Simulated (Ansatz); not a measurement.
# What InH (model cell, started as CsCl type) distorts into, part 2 of 2

Which phase does InH (model cell, started as CsCl type) fall into along its unstable mode, and how much energy does it gain?

Ansatz 0.2.0; DFT PBE, scalar-relativistic, plane waves, PAW.

So far, highest frequency on the path or at a solved wavevector (cm⁻¹): step 2 (response at finite wavevector) 276. Also lowest frequency on the path (cm⁻¹): step 2 -529.

The structure was built from a prototype and need not be the compound's stable phase.

**6. Relaxation from the frozen mode**

Starting from the lowest point found, all atoms and the cell are let go, so that strain and other modes of the same symmetry can join in.

input.yaml reads:

```yaml
crystal:
  lattice:
    - [3.1749981601, 0.0, 0.0]
    - [0.0, 3.1749981601, 0.0]
    - [0.0, 0.0, 3.1749981601]
  atoms:
    - { symbol: In, position: [0.0, -0.0011731224, -0.0011731224] }
    - { symbol: H, position: [0.5, 0.6336265558, 0.6336265558] }
kpoints:
  mp_grid: { grid: [12, 12, 12] }
hamiltonian:
  xc: pbe
scf:
  occupations: { method: methfessel_paxton, width: 0.15 }
output:
  forces: true
  stress: true
  eigenvalues: true
relax:
  adjacent_minimum: "off"
  f_tol: 0.002
  max_steps: 120
  cell: { stress_tol: 0.03 }
```

Started as:

```
$ ansatz run input.yaml --threads 4 --pin off --max-ram 7168MiB --backend cpu --events-out ev --progress --plain --runs-dir out
```

Numbers of over 12 decimals in the logs are rounded to 6 here.

Log:

```text
[...]
Crystal: 2 atoms, lattice volume = 32.006 Å³
Basis set: ecut = 420 eV, 619 PW (Γ), exchange–correlation on 48×48×48 points (8 copies of the dense FFT grid, shifted against one another)
Bands: 11, of which v1, the nominal top of the filled ones, is band 7 counted from 1 (6 counted from 0)
Symmetry: 4 space group operations
[...]
k-points: 301 of 1728 (time reversal used)
[...]
SCF iter   1: F=—  HF=-5612.738720 eV  |F-HF|=—  |Δ(HF+E_count)|=         —  Δρ=1.82e-3  dr2=1.57e-3  ethr=1.77e-3  ⟨swp⟩=5.0  Hψ=19004  notcnv=0
[...]
SCF iter   6: F=-5612.737831 eV  HF=-5612.737831 eV  |F-HF|=4.46e-8  |Δ(HF+E_count)|=   2.66e-7  S|Δr|=    0.00e0  Δρ=1.63e-5  dr2=5.03e-8  ethr=7.14e-10  ⟨swp⟩=4.1  Hψ=15602  notcnv=0
SCF 1 converged in 6 iterations: F = -5612.737831 eV  dr2 = 5.03e-8
[...]
relax step   1: F+E_penalty+E_count = -5612.73783058 eV  Δ(F+E_penalty+E_count) = +0.000e0 eV  max|allowed force component| = 2.353e-1 eV/Å  Δτ_max = 0.0000 Å  P = +1.214 GPa  Ω = 32.006 Å³  (6 SCF iters, dr2 threshold 1.00e-7 eV, accepted)
Crystal: 2 atoms, lattice volume = 35.188 Å³
Basis set: ecut = 420 eV, 707 PW (Γ), exchange–correlation on 48×48×48 points (8 copies of the dense FFT grid, shifted against one another)
[...]
SCF iter   6: F=-5612.848770 eV  HF=-5612.848770 eV  |F-HF|=8.17e-10  |Δ(HF+E_count)|=   2.25e-8  S|Δr|=    0.00e0  Δρ=5.28e-6  dr2=8.68e-9  ethr=8.83e-10  ⟨swp⟩=2.7  Hψ=12068  notcnv=0
SCF 2 converged in 6 iterations: F = -5612.848770 eV  dr2 = 8.68e-9
relax step   2: F+E_penalty+E_count = -5612.84877047 eV  Δ(F+E_penalty+E_count) = -1.109e-1 eV  max|allowed force component| = 1.615e-1 eV/Å  Δτ_max = 0.1709 Å  P = -0.346 GPa  Ω = 35.188 Å³  energy of the carried Pulay correction = -1.700e-3 eV  (6 SCF iters, dr2 threshold 2.00e-7 eV, accepted)
Crystal: 2 atoms, lattice volume = 35.551 Å³
Basis set: ecut = 420 eV, 699 PW (Γ), exchange–correlation on 48×48×48 points (8 copies of the dense FFT grid, shifted against one another)
[...]
SCF iter   6: F=-5612.881987 eV  HF=-5612.881987 eV  |F-HF|=3.46e-9  |Δ(HF+E_count)|=   5.68e-8  S|Δr|=    0.00e0  Δρ=6.40e-6  dr2=9.18e-9  ethr=1.43e-9  ⟨swp⟩=5.1  Hψ=16691  notcnv=0
SCF 3 converged in 6 iterations: F = -5612.881987 eV  dr2 = 9.18e-9
[...]
relax step   3: F+E_penalty+E_count = -5612.88198667 eV  Δ(F+E_penalty+E_count) = -3.322e-2 eV  max|allowed force component| = 1.298e-1 eV/Å  Δτ_max = 0.1913 Å  P = +1.385 GPa  Ω = 35.551 Å³  energy of the carried Pulay correction = -1.884e-3 eV  (6 SCF iters, dr2 threshold 2.00e-7 eV, accepted)
[... from here on, the SCF cycles and remarks between the steps are left out ...]
relax step   4: F+E_penalty+E_count = -5612.92762397 eV  Δ(F+E_penalty+E_count) = -4.564e-2 eV  max|allowed force component| = 8.359e-4 eV/Å  Δτ_max = 0.0267 Å  P = +0.079 GPa  Ω = 35.884 Å³  energy of the carried Pulay correction = -2.051e-3 eV  (5 SCF iters, dr2 threshold 2.00e-7 eV, accepted)
relax step   5: F+E_penalty+E_count = -5612.94386006 eV  Δ(F+E_penalty+E_count) = -1.624e-2 eV  max|allowed force component| = 5.230e-2 eV/Å  Δτ_max = 0.0693 Å  P = -0.255 GPa  Ω = 35.484 Å³  energy of the carried Pulay correction = -1.850e-3 eV  (5 SCF iters, dr2 threshold 2.00e-7 eV, accepted)
relax step   6: F+E_penalty+E_count = -5612.95298213 eV  Δ(F+E_penalty+E_count) = -9.122e-3 eV  max|allowed force component| = 5.262e-3 eV/Å  Δτ_max = 0.1014 Å  P = +0.040 GPa  Ω = 35.836 Å³  energy of the carried Pulay correction = -2.027e-3 eV  (5 SCF iters, dr2 threshold 2.00e-7 eV, accepted)
relax step   7: F+E_penalty+E_count = -5612.97363091 eV  Δ(F+E_penalty+E_count) = -2.065e-2 eV  max|allowed force component| = 1.290e-2 eV/Å  Δτ_max = 0.1952 Å  P = -0.908 GPa  Ω = 36.255 Å³  energy of the carried Pulay correction = -2.235e-3 eV  (6 SCF iters, dr2 threshold 2.00e-7 eV, accepted)
relax step   8: F+E_penalty+E_count = -5613.00812691 eV  Δ(F+E_penalty+E_count) = -3.450e-2 eV  max|allowed force component| = 2.348e-2 eV/Å  Δτ_max = 0.1317 Å  P = -0.817 GPa  Ω = 35.471 Å³  energy of the carried Pulay correction = -1.844e-3 eV  (6 SCF iters, dr2 threshold 2.00e-7 eV, accepted)
relax step   9: F+E_penalty+E_count = -5613.04998374 eV  Δ(F+E_penalty+E_count) = -4.186e-2 eV  max|allowed force component| = 2.247e-2 eV/Å  Δτ_max = 0.0451 Å  P = +1.162 GPa  Ω = 34.000 Å³  energy of the carried Pulay correction = -1.085e-3 eV  (5 SCF iters, dr2 threshold 2.00e-7 eV, accepted)
relax step  10: F+E_penalty+E_count = -5613.06871208 eV  Δ(F+E_penalty+E_count) = -1.873e-2 eV  max|allowed force component| = 9.565e-2 eV/Å  Δτ_max = 0.0644 Å  P = +0.684 GPa  Ω = 32.995 Å³  energy of the carried Pulay correction = -5.463e-4 eV  (5 SCF iters, dr2 threshold 2.00e-7 eV, accepted)
relax step  11: F+E_penalty+E_count = -5613.09913197 eV  Δ(F+E_penalty+E_count) = -3.042e-2 eV  max|allowed force component| = 9.515e-3 eV/Å  Δτ_max = 0.1583 Å  P = -0.740 GPa  Ω = 33.883 Å³  energy of the carried Pulay correction = -1.023e-3 eV  (6 SCF iters, dr2 threshold 2.00e-7 eV, accepted)
relax step  12: F+E_penalty+E_count = -5613.10456630 eV  Δ(F+E_penalty+E_count) = -5.434e-3 eV  max|allowed force component| = 3.195e-3 eV/Å  Δτ_max = 0.0122 Å  P = -0.012 GPa  Ω = 33.156 Å³  energy of the carried Pulay correction = -6.334e-4 eV  (5 SCF iters, dr2 threshold 2.00e-7 eV, accepted)
relax step  13: F+E_penalty+E_count = -5613.10487826 eV  Δ(F+E_penalty+E_count) = -3.120e-4 eV  max|allowed force component| = 6.198e-3 eV/Å  Δτ_max = 0.0160 Å  P = +0.206 GPa  Ω = 32.629 Å³  energy of the carried Pulay correction = -3.459e-4 eV  (5 SCF iters, dr2 threshold 2.00e-7 eV, accepted)
relax step  14: F+E_penalty+E_count = -5613.10563084 eV  Δ(F+E_penalty+E_count) = -7.526e-4 eV  max|allowed force component| = 6.355e-4 eV/Å  Δτ_max = 0.0093 Å  P = +0.060 GPa  Ω = 32.834 Å³  energy of the carried Pulay correction = -4.584e-4 eV  (4 SCF iters, dr2 threshold 2.00e-7 eV, accepted)
relax step  15: F+E_penalty+E_count = -5613.10564589 eV  Δ(F+E_penalty+E_count) = -1.505e-5 eV  max|allowed force component| = 2.238e-4 eV/Å  Δτ_max = 0.0014 Å  P = -0.013 GPa  Ω = 32.919 Å³  energy of the carried Pulay correction = -5.048e-4 eV  (4 SCF iters, dr2 threshold 5.31e-8 eV, accepted)
relax step  16: F+E_penalty+E_count = -5613.10564738 eV  Δ(F+E_penalty+E_count) = -1.495e-6 eV  max|allowed force component| = 1.053e-5 eV/Å  Δτ_max = 0.0003 Å  P = -0.002 GPa  Ω = 32.929 Å³  energy of the carried Pulay correction = -5.101e-4 eV  (4 SCF iters, dr2 threshold 2.93e-9 eV, accepted)
relax step  17: F+E_penalty+E_count = -5613.13659914 eV  Δ(F+E_penalty+E_count) = -3.095e-2 eV  max|allowed force component| = 1.127e-5 eV/Å  Δτ_max = 0.0000 Å  P = +1.460 GPa  Ω = 32.929 Å³  stress off target by 2.63e0 GPa  SCF on the basis re-selected at this cell (its energy is not comparable with the rows above)  (7 SCF iters)
relax step  18: F+E_penalty+E_count = -5613.14608539 eV  Δ(F+E_penalty+E_count) = -9.486e-3 eV  max|allowed force component| = 4.007e-5 eV/Å  Δτ_max = 0.0001 Å  P = +0.291 GPa  Ω = 33.511 Å³  energy of the carried Pulay correction = -3.291e-4 eV  (4 SCF iters, dr2 threshold 2.00e-7 eV, accepted)
relax step  19: F+E_penalty+E_count = -5613.14624155 eV  Δ(F+E_penalty+E_count) = -1.562e-4 eV  max|allowed force component| = 1.832e-3 eV/Å  Δτ_max = 0.0027 Å  P = +0.214 GPa  Ω = 33.445 Å³  energy of the carried Pulay correction = -2.949e-4 eV  (4 SCF iters, dr2 threshold 2.00e-7 eV, accepted)
relax step  20: F+E_penalty+E_count = -5613.14680360 eV  Δ(F+E_penalty+E_count) = -5.620e-4 eV  max|allowed force component| = 5.114e-5 eV/Å  Δτ_max = 0.0025 Å  P = -0.001 GPa  Ω = 33.638 Å³  energy of the carried Pulay correction = -4.032e-4 eV  (4 SCF iters, dr2 threshold 2.00e-7 eV, accepted)
relax step  21: F+E_penalty+E_count = -5613.14680723 eV  Δ(F+E_penalty+E_count) = -3.631e-6 eV  max|allowed force component| = 8.947e-6 eV/Å  Δτ_max = 0.0001 Å  P = -0.002 GPa  Ω = 33.633 Å³  energy of the carried Pulay correction = -4.012e-4 eV  (3 SCF iters, dr2 threshold 2.34e-9 eV, accepted)
[...]
SCF iter   6: F=-5613.147306 eV  HF=-5613.147306 eV  |F-HF|=4.55e-12  |Δ(HF+E_count)|=  9.09e-13  S|Δr|=    0.00e0  Δρ=5.68e-8  dr2=4.81e-13  ethr=1.00e-12  ⟨swp⟩=5.0  Hψ=11528  notcnv=0
SCF 22 converged in 6 iterations: F = -5613.147306 eV  dr2 = 4.81e-13
relax step  22: F+E_penalty+E_count = -5613.14730636 eV  Δ(F+E_penalty+E_count) = -4.991e-4 eV  max|allowed force component| = 9.459e-6 eV/Å  Δτ_max = 0.0000 Å  P = +0.004 GPa  Ω = 33.633 Å³  stress off target by 1.17e-2 GPa  SCF on the basis re-selected at this cell (its energy is not comparable with the rows above)  (6 SCF iters)
[...]
SCF converged after 6 iterations
[...]
Free energy (F): -5613.147306 eV
[...]
Internal energy: -5613.147583 eV  (E = F + TS)
E sigma→0 (E₀):  -5613.147376 eV
Entropy (-TS):   0.000277 eV (0.139 meV/atom)
Fermi energy:    7.446968 eV
[...]
--- Stress (GPa, compression-positive) ---
        0.011160      -0.000000       0.000000
       -0.000000       0.000270       0.011411
        0.000000       0.011411       0.000270
  P = ⅓ Tr σ = 0.0039 GPa (0.039 kbar)
--- Band table (eV; the first three rows and the last of 301) ---
  k-point 0: bands = [... 3 lower, -6.9285, -6.9282, -2.0563, 8.2950, 9.0556, 18.2047, 18.2137, 18.9686]
  k-point 1: bands = [... 3 lower, -6.9459, -6.9320, -1.9160, 8.3297, 9.2185, 16.3718, 17.6178, 19.1271]
  k-point 2: bands = [... 3 lower, -6.9930, -6.9422, -1.4929, 8.3811, 9.6957, 14.0217, 16.4939, 18.1093]
  k-point 300: bands = [... 3 lower, -6.9304, -6.8162, 3.3427, 5.2817, 5.8149, 11.2660, 14.9698, 17.2194]
--- Relaxed structure (20 steps of the walk, 20 accepted, 2 SCFs on fresh bases) ---
  F+E_penalty+E_count = -5613.14730636 eV   max|allowed force component| = 9.459e-6 eV/Å   (the final SCF, on the basis selected at the relaxed cell)
  cell:  # Å, volume = 33.6333 Å³
    - [3.902035, 0, 0]
    - [0, 3.047111, 0.815751]
    - [0, 0.815751, 3.047111]
  atoms:
    - { symbol: In, position: [0, -0.183776, -0.183776] }
    - { symbol: H, position: [0.5, 0.816230, 0.816230] }
```

Run time: 77 s. Hardware: 4 threads of Arm Neoverse V1, shared host; peak memory 0.47 GiB; 5 min of CPU time.

Step by step:

```tsv
step	energy less that of the first step (eV)	largest force component (eV/Å)	pressure (GPa)	volume (Å³)
1	0.0000	0.2353	1.21	32.01
2	-0.1109	0.1615	-0.35	35.19
3	-0.1442	0.1298	1.38	35.55
4	-0.1898	0.0008	0.08	35.88
5	-0.2060	0.0523	-0.26	35.48
6	-0.2152	0.0053	0.04	35.84
7	-0.2358	0.0129	-0.91	36.25
8	-0.2703	0.0235	-0.82	35.47
9	-0.3122	0.0225	1.16	34.00
10	-0.3309	0.0957	0.68	33.00
11	-0.3613	0.0095	-0.74	33.88
12	-0.3667	0.0032	-0.01	33.16
13	-0.3670	0.0062	0.21	32.63
14	-0.3678	0.0006	0.06	32.83
15	-0.3678	0.0002	-0.01	32.92
16	-0.3678	0.0000	0.00	32.93
17*	-0.3988	0.0000	1.46	32.93
18	-0.4083	0.0000	0.29	33.51
19	-0.4084	0.0018	0.21	33.45
20	-0.4090	0.0001	0.00	33.64
21	-0.4090	0.0000	0.00	33.63
22*	-0.4095	0.0000	0.00	33.63
```

Relaxation steps marked * repeat the geometry before them on a plane-wave basis chosen anew for their cell, so energy and pressure can jump there.

The run keeps the 4 symmetry operations that it works with, so distortions that break them were not tested.

```tsv
cell as run	before	after	change
a (Å)	3.175	3.902	+22.9 %
b (Å)	3.175	3.154	-0.6 %
c (Å)	3.175	3.154	-0.6 %
α (°)	90.00	60.03	-33.3 %
volume (Å³/atom)	16.00	16.82	+5.1 %
```

The atoms that moved most (Å, as changes of fractional coordinates times the final cell):

```tsv
atom	dx	dy	dz	length
In1	0.000	-0.705	-0.705	0.998
H2	0.000	0.705	0.705	0.998
```

The relaxed structure:

```cif
data_structure
_symmetry_space_group_name_H-M 'P 1'
_symmetry_Int_Tables_number 1
_cell_length_a 3.9020
_cell_length_b 3.1544
_cell_length_c 3.1544
_cell_angle_alpha 60.025
_cell_angle_beta 90.000
_cell_angle_gamma 90.000
_cell_volume 33.63
loop_
_atom_site_label
_atom_site_type_symbol
_atom_site_fract_x
_atom_site_fract_y
_atom_site_fract_z
_atom_site_occupancy
In1 In 0.00000 0.81622 0.81622 1
H2 H 0.50000 0.81623 0.81623 1
```

Numbers from this step:

```yaml
pressure: 0.003900 GPa
volume_per_atom: 16.82 Å³
```

The distorted start has space group Amm2; the relaxation ends in P6/mmm.

**7. The new phase in its own primitive cell**

The relaxed structure is symmetrised, reduced to its primitive cell and relaxed tightly, as its phonons need.

input.yaml, the sections that differ from step 6:

```yaml
crystal:
  lattice:
    - [3.1544148834, 0.0, 0.0]
    - [-1.5772074417, 2.7318034231, 0.0]
    - [0.0, 0.0, 3.9020351972]
  atoms:
    - { symbol: In, position: [0.0, 0.0, 0.0] }
    - { symbol: H, position: [0.0, 0.0, 0.5] }
kpoints:
  mp_grid: { grid: [15, 15, 10] }
relax:
  adjacent_minimum: "off"
  f_tol: 0.001
  max_steps: 60
  cell: { stress_tol: 0.01 }
# hamiltonian, scf, output: as in step 6
```

Log:

```text
[...]
Crystal: 2 atoms, lattice volume = 33.625 Å³
Basis set: ecut = 420 eV, 637 PW (Γ), exchange–correlation on 48×48×54 points (8 copies of the dense FFT grid, shifted against one another)
Bands: 11, of which v1, the nominal top of the filled ones, is band 7 counted from 1 (6 counted from 0)
Symmetry: 24 space group operations
[...]
k-points: 162 of 2250
[...]
k-point 161: bands = [... 3 lower, -7.1349, -7.0173, 3.6518, 6.3797, 7.9552, 7.9552, 12.6867, 12.6867]
--- Relaxed structure (3 steps of the walk, 3 accepted, 1 SCFs on fresh bases) ---
[...]
cell:  # Å, volume = 33.7754 Å³
    - [3.157066, 0, 0]
    - [-1.578533, 2.734099, 0]
    - [0, 0, 3.912940]
  atoms:
    - { symbol: In, position: [0, 0, 0.0] }
    - { symbol: H, position: [0, 0, 0.5] }
[key lines of the parts left out:]
SCF converged after 5 iterations
Free energy (F): -5613.140809 eV
Fermi energy:    7.225544 eV
P = ⅓ Tr σ = 0.0010 GPa (0.010 kbar)
```

Elapsed: 4.5 s, on 4 threads; peak memory 0.37 GiB; 16 s of CPU time.

The steps of the relaxation:

```tsv
step	energy less that of the first step (eV)	largest force component (eV/Å)	pressure (GPa)	volume (Å³)
1	0.0000	0.0000	0.24	33.62
2	0.0000	0.0000	-0.11	33.86
3	-0.0001	0.0000	0.00	33.78
4*	-0.0002	0.0000	0.00	33.78
```

Relaxation steps marked * repeat the geometry before them on a plane-wave basis chosen anew for their cell, so energy and pressure can jump there.

Forces are held to the 24 operations that the run works with; a distortion that breaks them can't arise in this run.

```tsv
conventional cell, symmetrised	before	after	change
a (Å)	3.154	3.157	+0.1 %
b (Å)	3.154	3.157	+0.1 %
c (Å)	3.902	3.913	+0.3 %
volume (Å³/atom)	16.81	16.89	+0.4 %
```

The relaxed structure:

```
In H
1.0
     3.15707    0.00000    0.00000
    -1.57853    2.73410    0.00000
     0.00000    0.00000    3.91294
In H
1 1
Direct
  0.00000 0.00000 0.00000
  0.00000 0.00000 0.50000
```

Numbers from this step:

```yaml
pressure: 9.78e-4 GPa
volume_per_atom: 16.89 Å³
```

The forces vanish by symmetry and the pressure is 0.001 GPa, within the tolerances set. The cell now holds 16.89 Å³/atom.

**8. Modes of the new phase, k-mesh 15×15×10**

A relaxed structure may still be a saddle point, so its zone-centre modes are computed. No field response is asked, since the mesh shows no gap.

input.yaml, the sections that differ from step 7:

```yaml
crystal:
  lattice:
    - [3.1570658137, 0.0, 0.0]
    - [-1.5785329068, 2.734099196, 0.0]
    - [0.0, 0.0, 3.9129402732]
  atoms:
    - { symbol: In, position: [0.0, 0.0, 0.0] }
    - { symbol: H, position: [0.0, 0.0, 0.5] }
output:
  eigenvalues: true
phonons:
  method: dfpt
# kpoints, hamiltonian, scf: as in step 7
# relax: removed
```

Log:

```text
zone centre: on kpoints.mp_grid the ground state, and the responses unless they are solved on pairs of k-points, stand on 384 of the mesh's 2250 k-points, reduced under 8 symmetry operations, with k and −k counted as one. Each operation leaves every solved displacement unchanged or reverses it
[...]
Crystal: 2 atoms, lattice volume = 33.775 Å³
Basis set: ecut = 420 eV, 661 PW (Γ), exchange–correlation on 48×48×54 points (8 copies of the dense FFT grid, shifted against one another)
Bands: 11, of which v1, the nominal top of the filled ones, is band 7 counted from 1 (6 counted from 0)
Symmetry: 24 space group operations
k-points: 384 of 2250 (irreducible under 8 space group operations)
[...]
SCF iter   1: F=—  HF=-5613.140781 eV  |F-HF|=—  |Δ(HF+E_count)|=         —  Δρ=2.29e-3  dr2=2.25e-3  ethr=1.77e-3  ⟨swp⟩=5.0  Hψ=24663  notcnv=0
[...]
SCF iter   9: F=-5613.140809 eV  HF=-5613.140809 eV  |F-HF|=2.73e-12  |Δ(HF+E_count)|=  1.26e-10  S|Δr|=    0.00e0  Δρ=6.62e-8  dr2=1.07e-12  ethr=1.00e-12  ⟨swp⟩=4.7  Hψ=20645  notcnv=0
SCF 1 converged in 9 iterations: F = -5613.140809 eV  dr2 = 1.07e-12
[...]
DFPT response loops at Γ: preconditioner auto → Kerker (q_TF=auto, 2.356 Å⁻¹) (partly filled bands, converged f_vac=0.000); β = 1.00, the filter's whole step (`scf.mixing.beta` (0.50) is not read by the response loops under this deck's `scf.mixing.preconditioner`; to damp them name `kerker` or `kerker_dos`, under which they read `scf.mixing.beta`, and type it under 1.00, their step now; both keys bind the ground state too); Broyden in place of MSR1
SCF converged after 9 iterations
[...]
Free energy (F): -5613.140809 eV
[...]
Internal energy: -5613.138640 eV  (E = F + TS)
E sigma→0 (E₀):  -5613.140266 eV
Entropy (-TS):   -0.002169 eV (-1.084 meV/atom)
Fermi energy:    7.225544 eV
[...]
--- Band table (eV; the first three rows and the last of 384) ---
  k-point 0: bands = [... 3 lower, -6.9675, -6.9675, -2.0759, 8.2091, 8.9841, 18.1539, 18.1539, 18.9085]
  k-point 1: bands = [... 3 lower, -6.9692, -6.9692, -1.9801, 6.6370, 10.6200, 18.2607, 18.2607, 18.9389]
  k-point 2: bands = [... 3 lower, -6.9737, -6.9737, -1.6900, 4.8729, 12.5012, 18.5673, 18.5673, 19.1301]
  k-point 383: bands = [... 3 lower, -7.0824, -6.9228, 3.1287, 3.5344, 9.4167, 11.3496, 12.2266, 15.1188]
--- Phonons (Γ-DFPT): 4 representative perturbations + reference, on 384 of 2250 k-points (Σ response iterations 13) ---
  k mesh reduced under 8 symmetry operations, with k and −k counted as one. Each operation leaves every solved displacement unchanged or reverses it
  ASR residual: 1.409e-5 → 0.000e0 eV/Å²; symmetrization residual: 4.054e-7 eV/Å²
  ASR residual per site (eV/Å²): 1.41e-5 1.15e-5
  Γ frequencies (cm⁻¹): 0.00 0.00 0.00 346.07 346.07 1222.32
  non-analytic LO–TO correction: not included (Born effective charges unavailable; polar crystals: no LO–TO splitting at Γ)
```

Run time: 16 s. Hardware: 4 threads; peak memory 0.69 GiB; 57 s of CPU time.

Numbers from this step:

```
sum-rule residual before enforcement                    : 1.41e-5 eV/Å²
point group                                             : 6/mmm
highest optical mode at the zone centre (no LO-TO term) : 1222 cm⁻¹
lowest optical zone-centre mode                         : 346.1 cm⁻¹
```

Patterns of degenerate modes are one choice out of their space. The modes at Γ (shares of kinetic energy by element, %):

```tsv
mode	frequency (cm⁻¹)	symmetry	In %	H %
1	0.0	acoustic	99	1
2	0.0	acoustic	99	1
3	0.0	acoustic	99	1
4	346.1	E1u	1	99
5	346.1	E1u	1	99
6	1222.3	A2u	1	99
```

Displacements in mode 5 (346.1 cm⁻¹), the largest set to 1:
```
In1  0.00 -0.01  0.00
H2   0.13  1.00  0.00
```

Displacements in mode 6 (1222.3 cm⁻¹), the largest set to 1:
```
In1  0.00  0.00 -0.01
H2   0.00  0.00  1.00
```

Before it was imposed, the acoustic sum rule was missed by 1.4e-5 eV/Å². Small misses are needed for a sound result but don't prove that mesh and cutoff are converged. The lowest optical mode is real, 346 cm⁻¹.

**9. Summary of results**

```json
{
 "unstable mode of the parent": "q = (0, 0, 0), 529i cm⁻¹",
 "depth at the lowest point sampled": "66.5 meV/atom",
 "largest atomic shift at that point": "0.6 Å",
 "space group reached (within 0.01 Å)": "P6/mmm",
 "energy gained over the parent (first relaxation, on the mesh of the frozen mode)": "271 meV/atom",
 "volume per atom, phase reached": "16.9 Å³",
 "lowest optical zone-centre mode, phase reached": "346 cm⁻¹",
 "highest optical mode at the zone centre (no LO-TO term), phase reached": "1222 cm⁻¹"
}
```

What this shows: Along this mode the structure falls into P6/mmm, 271 meV/atom below the parent. At the parent's cell the well is 66.48 meV/atom deep on the steps tried, with its lowest point at a shift of 0.6 Å. That is the last step tried, so the steps alone don't bracket the bottom of the well. Relaxing atoms and cell changes the gain by +204.75 meV/atom against the lowest step (energies at zero smearing). Most of the total comes from this relaxation. The new phase has no imaginary mode at the zone centre of its cell; other wavevectors were not checked. Of the 4 patterns followed to their end from this parent, this one reaches the lowest energy. Each path keeps the symmetry of its pattern, so a lower phase may lie along a pattern not tried. With no gap, or one that is small against the smearing, the frequencies hang on the k mesh and the smearing, most of all near Kohn anomalies. A phonon run warned that its eigensolver left some bands unconverged in a pass. The starting cell was built on a prototype and not taken from a measurement, so the phase need not exist.

[Logs are printed without paths, hosts, clocks, repeated set-up lines and the standing remarks that a program may print on its own settings, such as how far it seeks lower states.]

[Hosts, paths, dates, database ids (printed as entryN), source tags and the programs' standing remarks are cut or masked in the printed files.]
